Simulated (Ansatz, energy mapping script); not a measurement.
# BaMnO2 in the infinite layer structure: J from the energies of magnetic orders, part 2 of 3

Aim: the exchange couplings of BaMnO2 in the infinite layer structure from the energies of a few collinear orders, and the ordering temperature that they give.

PBEsol with U = 3.8 eV on Mn d, ortho-atomic projectors; plane waves, U on orthogonalised atomic orbitals unless named otherwise, collinear spin, no spin–orbit coupling.

So far. Step 4 (Run 1 (parallel; cell A, 8 atoms)): The run ends ferromagnetic.

### 5. Compensated +− start in cell A (8 atoms)

This order reverses 2 of the 2 neighbours at 3.71 Å, 2 of the 4 neighbours at 4.12 Å and 4 of the 8 neighbours at 5.55 Å, counted for an average magnetic atom.

Input file input.yaml:

```yaml
crystal:
  lattice:
    - [4.120630088, 0.0, 0.0]
    - [0.0, 4.120630088, 3.714479782]
    - [0.0, -4.120630088, 3.714479782]
  atoms:
    - { symbol: Ba, position: [0.5, 0.5, 0.0] }
    - { symbol: Ba, position: [0.5, 0.0, 0.5] }
    - { symbol: Mn, position: [0.0, 0.0, 0.0], spin: 4.5 }
    - { symbol: Mn, position: [0.0, 0.5, 0.5], spin: -4.5 }
    - { symbol: O, position: [0.5, 0.0, 0.0] }
    - { symbol: O, position: [0.5, 0.5, 0.5] }
    - { symbol: O, position: [0.0, 0.25, 0.75] }
    - { symbol: O, position: [0.0, 0.75, 0.25] }
magnetization:
  spin_polarized: true
kpoints:
  mp_grid: { grid: [9, 7, 7] }
hamiltonian:
  xc: pbesol
  hubbard:
    sites:
      - { species: Mn, l: d, u_eff: 3.8 }
      - { site: 2, l: d, u_eff: 3.8, starting_ns: [{ spin: up, occupation_matrix: mn2_major }, { spin: down, occupation_matrix: mn2_minor }] }
      - { site: 3, l: d, u_eff: 3.8, starting_ns: [{ spin: up, occupation_matrix: mn2_minor }, { spin: down, occupation_matrix: mn2_major }] }
    projectors: ortho-atomic
    occupation_matrices:
      mn2_major:
        matrix:
          - [0.954, 0.0, 0.0, 0.0, 0.0]
          - [0.0, 0.996, 0.0, 0.0, 0.0]
          - [0.0, 0.0, 0.996, 0.0, 0.0]
          - [0.0, 0.0, 0.0, 0.906, 0.0]
          - [0.0, 0.0, 0.0, 0.0, 0.998]
      mn2_minor:
        matrix:
          - [0.101, 0.0, 0.0, 0.0, 0.0]
          - [0.0, 0.047, 0.0, 0.0, 0.0]
          - [0.0, 0.0, 0.047, 0.0, 0.0]
          - [0.0, 0.0, 0.0, 0.171, 0.0]
          - [0.0, 0.0, 0.0, 0.0, 0.074]
scf:
  occupations: { method: fermi_dirac, width: 0.05 }
output:
  eigenvalues: true
  write_density: true
  write_potential: true
  elf: true
  volumetric_format: npy
```

On the command line:

```
$ ansatz run input.yaml --threads 4 --pin off --max-ram 8192MiB --backend cpu --events-out ev --progress --plain --runs-dir out
```

Numbers of over 12 decimals in the logs are rounded to 6 here.

The program printed:

```text
[...]
Crystal: 8 atoms, lattice volume = 126.141 Å³
Basis set: ecut = 420 eV, 2477 PW (Γ)
Bands: 50, of which v1, the nominal top of the filled ones, is band 37 counted from 1 (36 counted from 0)
Symmetry: 8 space group operations
[...]
k-points: 80 of 441
[...]
Starting moments: Σ|m| = 9 μB on 2 of 8 sites
Starting magnetic order: antiferromagnet; a translation exchanges its spin sublattices: spin-degenerate at every k-point
[...]
SCF iter   1: F=—  HF=-21711.184568 eV  |F-HF|=—  |Δ(HF+E_count)|=         —  Δρ=6.09e-2 (↑6.09e-2 ↓6.09e-2)  dr2=1.56e1  dr2_m=1.29e-1  M=0.000 μB ∫|m|=8.944 μB  β_m=1.00  ethr=3.10e-3  ⟨swp⟩=7.1  Hψ=16990  notcnv=0  defer=84
[...]
SCF iter  16: F=-21708.824584 eV  HF=-21708.824584 eV  |F-HF|=2.25e-8  |Δ(HF+E_count)|=   2.71e-9  Δρ=2.72e-6 (↑2.72e-6 ↓2.72e-6)  dr2=2.78e-8  dr2_m=3.16e-9  M=0.000 μB ∫|m|=9.406 μB  ethr=1.35e-10  ⟨swp⟩=12.2  Hψ=16434  notcnv=0
SCF 1 converged in 16 iterations: F = -21708.824584 eV  dr2 = 2.78e-8
[...]
SCF converged after 16 iterations
Magnetization: 0.0000 μB (37.0000 up, 37.0000 down)
Absolute magnetization: 9.4118 μB (∫|ρ↑−ρ↓|, with the PAW one-centre terms)
[...]
Per-site moments (μB) at R_I (Å): [(-2.9943541127725576e-16, 1.144213), (2.9943541127725576e-16, 1.144213), (3.885024, 0.849880), (-3.885024, 0.849880), (0.016480, 0.849880), (-0.016480, 0.849880), (-2.025865791616281e-17, 0.849880), (8.212520091429333e-18, 0.849880)]
Free energy (F): -21708.824584 eV
[...]
Internal energy: -21708.804556 eV  (E = F + TS)
E sigma→0 (E₀):  -21708.814570 eV
Entropy (-TS):   -0.020028 eV (-2.504 meV/atom)
Fermi energy:    11.093969 eV
[...]
--- Specified on-site occupations, and those of the state reported ---
  electrons in the specified blocks: 10.5800 specified, 10.5591 found
[...]
--- Band table (eV; the first three rows and the last of 160) ---
  k-point 0 ↑: bands = [... 33 lower, 8.8515, 8.9708, 9.1261, 9.1428, 10.7003, 13.0128, 13.2166, 13.8818, ... 9 higher]
  k-point 1 ↑: bands = [... 33 lower, 8.7487, 8.9236, 9.1040, 9.1503, 10.8886, 13.0593, 13.1603, 13.8868, ... 9 higher]
  k-point 2 ↑: bands = [... 33 lower, 8.6370, 8.8106, 9.0544, 9.2607, 11.2947, 13.0636, 13.1641, 13.8540, ... 9 higher]
  k-point 79 ↓: bands = [... 33 lower, 8.7785, 8.9936, 9.2969, 11.0404, 12.2470, 12.7546, 13.7298, 14.3448, ... 9 higher]
Occupation matrices written to <dir>
```

Elapsed: 16 s, on 4 threads of Arm Neoverse V2, shared host; peak memory 1 GiB.

Spin moment in the sphere by atom:

| atom | spin moment in the sphere (μB) |
| --- | --- |
| Ba1 | 0.00 |
| Ba2 | 0.00 |
| Mn3 | 3.89 |
| Mn4 | -3.89 |
| O5 | 0.02 |
| O6 | -0.02 |
| O7 | 0.00 |
| O8 | 0.00 |

The run ends antiferromagnetic, 85.55 meV a magnetic atom above the parallel order of its cell (energies taken at zero occupation width, not the printed F).

Spin density in the ac plane at fractional y = 0.000, with atoms of Ba and Mn and O within 0.2 Å of it.

Ten even steps from '0' (-0.1 e/Å³) to '9' (7.8 e/Å³), each cell a mean:
```
64000000000015
21000000000001
00000000000000
00000000000000
00000000000000
00000000000000
00000000000000
00000000000000
00000000000000
00000000000000
00000000000000
00000000000000
00000000000000
00000000000000
00000000000000
10000000000000
53000000000013
95100000000027
```
Columns run along a (4.1 Å), rows up along c (5.5 Å). Atoms in or near the plane, at fractional coordinates: Ba at (0.50, 0.50), Mn at (0.00, 0.00), O at (0.50, 0.00).

ELF in the ac plane at fractional y = 0.000, with atoms of Ba and Mn and O within 0.2 Å of it. It is the smooth field of the valence electrons, not physical close to the nuclei.

Values, 18 rows by 14 columns, each cell a mean:
```
0.82 0.72 0.38 0.16 0.54 0.78 0.67 0.58 0.75 0.77 0.33 0.19 0.53 0.76
0.59 0.49 0.23 0.14 0.45 0.73 0.81 0.81 0.80 0.69 0.28 0.14 0.34 0.53
0.23 0.19 0.12 0.11 0.26 0.46 0.62 0.65 0.57 0.41 0.18 0.11 0.14 0.21
0.14 0.14 0.11 0.08 0.09 0.14 0.20 0.21 0.18 0.13 0.08 0.09 0.12 0.14
0.20 0.17 0.09 0.06 0.11 0.20 0.30 0.32 0.27 0.18 0.08 0.06 0.12 0.18
0.18 0.13 0.07 0.14 0.44 0.67 0.78 0.79 0.75 0.63 0.30 0.11 0.09 0.15
0.11 0.07 0.10 0.36 0.77 0.86 0.81 0.78 0.84 0.85 0.65 0.27 0.07 0.08
0.05 0.05 0.20 0.62 0.86 0.76 0.31 0.19 0.49 0.81 0.81 0.50 0.09 0.04
0.03 0.04 0.27 0.71 0.85 0.59 0.04 0.01 0.19 0.71 0.84 0.60 0.12 0.03
0.04 0.04 0.23 0.66 0.86 0.70 0.17 0.08 0.36 0.78 0.83 0.55 0.10 0.04
0.08 0.06 0.14 0.48 0.83 0.84 0.66 0.58 0.75 0.85 0.74 0.37 0.07 0.06
0.16 0.11 0.08 0.19 0.58 0.78 0.84 0.85 0.83 0.75 0.42 0.14 0.08 0.13
0.20 0.16 0.08 0.07 0.19 0.36 0.50 0.52 0.46 0.32 0.13 0.07 0.11 0.18
0.16 0.15 0.10 0.07 0.07 0.10 0.13 0.14 0.12 0.09 0.06 0.08 0.13 0.15
0.18 0.15 0.11 0.10 0.19 0.33 0.46 0.49 0.42 0.30 0.14 0.10 0.13 0.16
0.45 0.36 0.17 0.13 0.39 0.67 0.79 0.81 0.76 0.61 0.25 0.12 0.24 0.39
0.77 0.66 0.34 0.15 0.52 0.78 0.74 0.69 0.78 0.76 0.32 0.17 0.48 0.70
0.88 0.79 0.43 0.17 0.56 0.78 0.53 0.35 0.67 0.78 0.35 0.21 0.60 0.82
```
Columns run along a (4.1 Å), rows up along c (5.5 Å). Atoms in or near the plane, at fractional coordinates: Ba at (0.50, 0.50), Mn at (0.00, 0.00), O at (0.50, 0.00).

### 6. Run 3 (parallel; cell B, 8 atoms)

The parallel order again, as the reference for this cell.

This run holds the same structure in another cell (a 4.121 → 3.714 Å, b 5.548 → 4.121 Å, c 5.548 → 8.241 Å, α 95.9 → 90.0°).

Input file input.yaml:

```yaml
crystal:
  lattice:
    - [0.0, 0.0, 3.714479782]
    - [4.120630088, 0.0, 0.0]
    - [0.0, 8.241260176, 0.0]
  atoms:
    - { symbol: Ba, position: [0.5, 0.5, 0.25] }
    - { symbol: Ba, position: [0.5, 0.5, 0.75] }
    - { symbol: Mn, position: [0.0, 0.0, 0.0], spin: 4.5 }
    - { symbol: Mn, position: [0.0, 0.0, 0.5], spin: 4.5 }
    - { symbol: O, position: [0.0, 0.5, 0.0] }
    - { symbol: O, position: [0.0, 0.5, 0.5] }
    - { symbol: O, position: [0.0, 0.0, 0.25] }
    - { symbol: O, position: [0.0, 0.0, 0.75] }
magnetization:
  spin_polarized: true
kpoints:
  mp_grid: { grid: [10, 9, 5] }
hamiltonian:
  xc: pbesol
  hubbard:
    sites:
      - { species: Mn, l: d, u_eff: 3.8 }
      - { site: 2, l: d, u_eff: 3.8, starting_ns: [{ spin: up, occupation_matrix: mn2_major }, { spin: down, occupation_matrix: mn2_minor }] }
      - { site: 3, l: d, u_eff: 3.8, starting_ns: [{ spin: up, occupation_matrix: mn2_major }, { spin: down, occupation_matrix: mn2_minor }] }
    projectors: ortho-atomic
    occupation_matrices:
      mn2_major:
        matrix:
          - [0.954, 0.0, 0.0, 0.0, 0.0]
          - [0.0, 0.996, 0.0, 0.0, 0.0]
          - [0.0, 0.0, 0.996, 0.0, 0.0]
          - [0.0, 0.0, 0.0, 0.906, 0.0]
          - [0.0, 0.0, 0.0, 0.0, 0.998]
      mn2_minor:
        matrix:
          - [0.101, 0.0, 0.0, 0.0, 0.0]
          - [0.0, 0.047, 0.0, 0.0, 0.0]
          - [0.0, 0.0, 0.047, 0.0, 0.0]
          - [0.0, 0.0, 0.0, 0.171, 0.0]
          - [0.0, 0.0, 0.0, 0.0, 0.074]
scf:
  occupations: { method: fermi_dirac, width: 0.05 }
output:
  eigenvalues: true
```

The program printed:

```text
[...]
Crystal: 8 atoms, lattice volume = 126.141 Å³
Basis set: ecut = 420 eV, 2463 PW (Γ)
Bands: 50, of which v1, the nominal top of the filled ones, is band 37 counted from 1 (36 counted from 0)
Symmetry: 16 space group operations
[...]
k-points: 90 of 450
[...]
Starting moments: Σ|m| = 9 μB on 2 of 8 sites
[...]
k-point 0 ↑: bands = [... 33 lower, 7.6344, 7.7446, 8.3725, 8.4314, 9.0449, 9.0459, 9.2836, 9.3090, ... 9 higher]
  k-point 1 ↑: bands = [... 33 lower, 7.7185, 8.0542, 8.3091, 8.5079, 8.9551, 9.0854, 9.2288, 9.2375, ... 9 higher]
  k-point 2 ↑: bands = [... 33 lower, 7.9405, 8.1024, 8.1698, 8.7413, 8.9381, 9.0154, 9.1056, 9.1914, ... 9 higher]
  k-point 89 ↓: bands = [... 33 lower, 11.7323, 13.7223, 13.7626, 13.9490, 14.1041, 14.2223, 14.2491, 14.6035, ... 9 higher]
Occupation matrices written to <dir>
[key lines of the parts left out:]
SCF converged after 15 iterations
Magnetization: 9.1841 μB (41.5920 up, 32.4080 down)
Free energy (F): -21708.997096 eV
Fermi energy:    11.054851 eV
```

Wall time 32 s (4 threads); peak memory 1.2 GiB; 2 min of CPU time.

The run ends ferromagnetic. For each magnetic atom its energy differs from the parallel run of the first cell by -1.46 meV, an error that one common reference would have brought in.

### 7. Compensated +− start in cell B (8 atoms)

This order reverses 0 of the 2 neighbours at 3.71 Å, 2 of the 4 neighbours at 4.12 Å and 4 of the 8 neighbours at 5.55 Å, counted for an average magnetic atom.

Edit input.yaml of step 6 so:

```diff
@@ -9,3 +9,3 @@
     - { symbol: Mn, position: [0.0, 0.0, 0.0], spin: 4.5 }
-    - { symbol: Mn, position: [0.0, 0.0, 0.5], spin: 4.5 }
+    - { symbol: Mn, position: [0.0, 0.0, 0.5], spin: -4.5 }
     - { symbol: O, position: [0.0, 0.5, 0.0] }
@@ -24,3 +24,3 @@
       - { site: 2, l: d, u_eff: 3.8, starting_ns: [{ spin: up, occupation_matrix: mn2_major }, { spin: down, occupation_matrix: mn2_minor }] }
-      - { site: 3, l: d, u_eff: 3.8, starting_ns: [{ spin: up, occupation_matrix: mn2_major }, { spin: down, occupation_matrix: mn2_minor }] }
+      - { site: 3, l: d, u_eff: 3.8, starting_ns: [{ spin: up, occupation_matrix: mn2_minor }, { spin: down, occupation_matrix: mn2_major }] }
     projectors: ortho-atomic
```

The program printed:

```text
[...]
Crystal: 8 atoms, lattice volume = 126.141 Å³
Basis set: ecut = 420 eV, 2463 PW (Γ)
Bands: 50, of which v1, the nominal top of the filled ones, is band 37 counted from 1 (36 counted from 0)
Symmetry: 8 space group operations
[...]
k-points: 90 of 450
[...]
Starting moments: Σ|m| = 9 μB on 2 of 8 sites
[...]
k-point 1 ↑: bands = [... 33 lower, 8.8478, 8.8652, 9.0449, 9.1929, 10.4841, 12.5019, 13.6141, 13.8410, ... 9 higher]
  k-point 2 ↑: bands = [... 33 lower, 8.7485, 8.9272, 9.0472, 9.2864, 10.6604, 12.2886, 13.6138, 13.8081, ... 9 higher]
  k-point 89 ↓: bands = [... 33 lower, 8.9522, 9.0267, 9.4657, 10.8303, 11.3295, 12.0354, 13.8604, 13.8844, ... 9 higher]
Occupation matrices written to <dir>
[key lines of the parts left out:]
SCF converged after 17 iterations
Magnetization: 0.0000 μB (37.0000 up, 37.0000 down)
Free energy (F): -21708.805162 eV
Fermi energy:    11.023876 eV
```

It took 17 s on 4 threads; peak memory 1.1 GiB; 66 s of CPU time.

The run ends antiferromagnetic, 96.78 meV a magnetic atom above the parallel order of its cell (energies taken at zero occupation width, not the printed F).

### 8. Run 5 (parallel; cell C, 8 atoms)

The parallel order again, as the reference for this cell.

This run holds the same structure in another cell (a 3.714 → 4.121 Å, c 8.241 → 7.429 Å).

Input file input.yaml:

```yaml
crystal:
  lattice:
    - [4.120630088, 0.0, 0.0]
    - [0.0, 4.120630088, 0.0]
    - [0.0, 0.0, 7.428959564]
  atoms:
    - { symbol: Ba, position: [0.5, 0.5, 0.25] }
    - { symbol: Ba, position: [0.5, 0.5, 0.75] }
    - { symbol: Mn, position: [0.0, 0.0, 0.0], spin: 4.5 }
    - { symbol: Mn, position: [0.0, 0.0, 0.5], spin: 4.5 }
    - { symbol: O, position: [0.5, 0.0, 0.0] }
    - { symbol: O, position: [0.5, 0.0, 0.5] }
    - { symbol: O, position: [0.0, 0.5, 0.0] }
    - { symbol: O, position: [0.0, 0.5, 0.5] }
magnetization:
  spin_polarized: true
kpoints:
  mp_grid: { grid: [9, 9, 5] }
hamiltonian:
  xc: pbesol
  hubbard:
    sites:
      - { species: Mn, l: d, u_eff: 3.8 }
      - { site: 2, l: d, u_eff: 3.8, starting_ns: [{ spin: up, occupation_matrix: mn2_major }, { spin: down, occupation_matrix: mn2_minor }] }
      - { site: 3, l: d, u_eff: 3.8, starting_ns: [{ spin: up, occupation_matrix: mn2_major }, { spin: down, occupation_matrix: mn2_minor }] }
    projectors: ortho-atomic
    occupation_matrices:
      mn2_major:
        matrix:
          - [0.954, 0.0, 0.0, 0.0, 0.0]
          - [0.0, 0.996, 0.0, 0.0, 0.0]
          - [0.0, 0.0, 0.996, 0.0, 0.0]
          - [0.0, 0.0, 0.0, 0.906, 0.0]
          - [0.0, 0.0, 0.0, 0.0, 0.998]
      mn2_minor:
        matrix:
          - [0.101, 0.0, 0.0, 0.0, 0.0]
          - [0.0, 0.047, 0.0, 0.0, 0.0]
          - [0.0, 0.0, 0.047, 0.0, 0.0]
          - [0.0, 0.0, 0.0, 0.171, 0.0]
          - [0.0, 0.0, 0.0, 0.0, 0.074]
scf:
  occupations: { method: fermi_dirac, width: 0.05 }
output:
  eigenvalues: true
```

The program printed:

```text
[...]
Crystal: 8 atoms, lattice volume = 126.141 Å³
Basis set: ecut = 420 eV, 2449 PW (Γ)
Bands: 50, of which v1, the nominal top of the filled ones, is band 37 counted from 1 (36 counted from 0)
Symmetry: 32 space group operations
[...]
k-points: 45 of 405
[...]
Starting moments: Σ|m| = 9 μB on 2 of 8 sites
[...]
k-point 0 ↑: bands = [... 33 lower, 7.2797, 7.7364, 7.7406, 8.3795, 8.4398, 8.6328, 8.6328, 9.0552, ... 9 higher]
  k-point 1 ↑: bands = [... 33 lower, 7.3715, 7.7368, 7.7401, 8.1751, 8.3020, 8.6547, 8.6547, 8.9914, ... 9 higher]
  k-point 2 ↑: bands = [... 33 lower, 7.6260, 7.7089, 7.7380, 7.7390, 7.9767, 8.7266, 8.7266, 8.8522, ... 9 higher]
  k-point 44 ↓: bands = [... 33 lower, 10.9466, 14.1885, 14.3235, 14.3356, 14.3888, 14.5535, 14.7711, 14.8516, ... 9 higher]
Occupation matrices written to <dir>
[key lines of the parts left out:]
SCF converged after 15 iterations
Magnetization: 9.2357 μB (41.6179 up, 32.3821 down)
Free energy (F): -21708.989697 eV
Fermi energy:    11.066067 eV
```

Elapsed: 16 s, on 4 threads; peak memory 0.81 GiB.

The run ends ferromagnetic. For each magnetic atom its energy differs from the parallel run of the first cell by 3.03 meV, an error that one common reference would have brought in.

### 9. Order 6: compensated +−, cell C of 8 atoms

This order reverses 2 of the 2 neighbours at 3.71 Å, 0 of the 4 neighbours at 4.12 Å and 8 of the 8 neighbours at 5.55 Å, counted for an average magnetic atom.

Edit input.yaml of step 8 so:

```diff
@@ -9,3 +9,3 @@
     - { symbol: Mn, position: [0.0, 0.0, 0.0], spin: 4.5 }
-    - { symbol: Mn, position: [0.0, 0.0, 0.5], spin: 4.5 }
+    - { symbol: Mn, position: [0.0, 0.0, 0.5], spin: -4.5 }
     - { symbol: O, position: [0.5, 0.0, 0.0] }
@@ -24,3 +24,3 @@
       - { site: 2, l: d, u_eff: 3.8, starting_ns: [{ spin: up, occupation_matrix: mn2_major }, { spin: down, occupation_matrix: mn2_minor }] }
-      - { site: 3, l: d, u_eff: 3.8, starting_ns: [{ spin: up, occupation_matrix: mn2_major }, { spin: down, occupation_matrix: mn2_minor }] }
+      - { site: 3, l: d, u_eff: 3.8, starting_ns: [{ spin: up, occupation_matrix: mn2_minor }, { spin: down, occupation_matrix: mn2_major }] }
     projectors: ortho-atomic
```

The program printed:

```text
[...]
Crystal: 8 atoms, lattice volume = 126.141 Å³
Basis set: ecut = 420 eV, 2449 PW (Γ)
Bands: 50, of which v1, the nominal top of the filled ones, is band 37 counted from 1 (36 counted from 0)
Symmetry: 16 space group operations
[...]
k-points: 45 of 405
[...]
Starting moments: Σ|m| = 9 μB on 2 of 8 sites
[...]
k-point 1 ↑: bands = [... 33 lower, 8.6725, 8.6725, 9.0218, 9.0218, 10.7834, 12.8812, 13.3607, 13.4156, ... 9 higher]
  k-point 2 ↑: bands = [... 33 lower, 8.7380, 8.7380, 8.8778, 8.8778, 11.2720, 12.1727, 13.3600, 13.4300, ... 9 higher]
  k-point 44 ↓: bands = [... 33 lower, 9.2347, 9.2826, 9.3964, 10.6841, 12.2916, 12.5248, 14.3111, 14.3222, ... 9 higher]
Occupation matrices written to <dir>
[key lines of the parts left out:]
SCF converged after 12 iterations
Magnetization: 0.0000 μB (37.0000 up, 37.0000 down)
Free energy (F): -21709.049643 eV
Fermi energy:    11.127269 eV
```

It took 7.4 s on 4 threads; peak memory 0.79 GiB; 28 s of CPU time.

The run ends antiferromagnetic, 33.32 meV a magnetic atom below the parallel order of its cell (energies taken at zero occupation width, not the printed F).

(Continued in part 3 of 3.)

[Logs and program files are shortened in this print: banners, set-up blocks, solver, clock and traceback lines can be left out without a mark of their own.]

[Logs are printed without paths, hosts, clocks, repeated set-up lines and the standing remarks that a program may print on its own settings, such as how far it seeks lower states.]

[Hosts, paths, dates, database ids (printed as entryN), source tags and the programs' standing remarks are cut or masked in the printed files.]

[Where a cell is said to come from a database of computed structures, the database is the Materials Project.]
